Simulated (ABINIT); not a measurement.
Computed results, one entry a study.

Quasiparticle gap of CsH (Pm-3m) in ABINIT. It takes space group Pm-3m (No. 221, cubic). The conventional cell has a = 3.818 Å, b = 3.818 Å, c = 3.818 Å, α = 90.00°, β = 90.00°, γ = 90.00°. Nearest to Cs lie 8 H at 3.31 Å. Nearest to H lie 8 Cs at 3.31 Å. Farther neighbours, and contacts between anions beyond the nearest, are not listed. The calculation used RPA screening on LDA, plane waves, norm-conserving pseudopotentials (and 2 further levels or steps) in ABINIT 10.8.3, with cutoff 31 Ha, PseudoDojo scalar-relativistic 0.4.1 standard, norm-conserving, ngkpt (4, 4, 4), nband 41, ecuteps 3.9 Ha, inclvkb 2, shiftk (0, 0, 0), symchi 1, awtr 1, frequency ppm, 4×4×4 k-mesh. The LDA gap is 2.30 eV, indirect, the G0W0 gap on the mesh is 4.26 eV and the GW settings are 4×4×4 mesh, 41 bands, screening to 106.1 eV, Godby-Needs plasmon pole. The known limits are short of the basis limit; no spin-orbit coupling; coarse k mesh. It took 5 runs, 64 s in all on 4 MPI ranks of Arm Neoverse N1, shared host. G0W0 moves the gap on the mesh from 2.30 eV to 4.26 eV (+1.96 eV), with Z of 0.77 and 0.83 at the edges. Local fields lower the RPA ε∞ on this mesh from 4.36 to 3.83; a Γ-centred mesh this coarse tends to raise both, most where the direct gap is narrow, while a short band sum lowers them. The program's warnings: nkpt*nsppol () is not a multiple of nproc spkpt (). The cell and positions are those that the Materials Project relaxed with its own functionals (PBE, PBE+U or r2SCAN), kept fixed. Limits: no spin-orbit coupling. The 4×4×4 mesh is coarse for this cell, which bears on the long-range parts of exchange and screening.

```
Cs H
1.0
     3.81841    0.00000    0.00000
     0.00000    3.81841    0.00000
     0.00000    0.00000    3.81841
Cs H
1 1
Direct
  0.00000 0.00000 0.00000
  0.50000 0.50000 0.50000
```

[Long decimals in the printed logs are rounded to 6 places.]

[Logs are printed without paths, hosts, clocks, repeated set-up lines and the standing remarks that a program may print on its own settings, such as how far it seeks lower states.]

[Paths, hosts, dates, memory and timing lines, banners, echoed tables and standing remarks are left out of the program output; an Ansatz launch command may be rebuilt from the run's recorded settings. Measured values are a selection of at most five: reports struck by readers or far from the other reports are left out. None is set beside runs whose start may be inverted or whose files or cutoffs have a known fault.]

[Runs of the session that timed out or met a known fault of the program may be left out.]

[Hosts, paths, dates, database ids (printed as entryN), source tags and the programs' standing remarks are cut or masked in the printed files.]

[G0W0 gaps are taken among the corrected bands and points alone; a level outside them can change the order at an edge.]

[Where Ansatz stands beside ABINIT at settings called matched, ABINIT's density can come from a denser mesh and the files from another edition; pairs whose starting gaps differed by over 0.03 eV were left out, so agreement reads better than it is.]
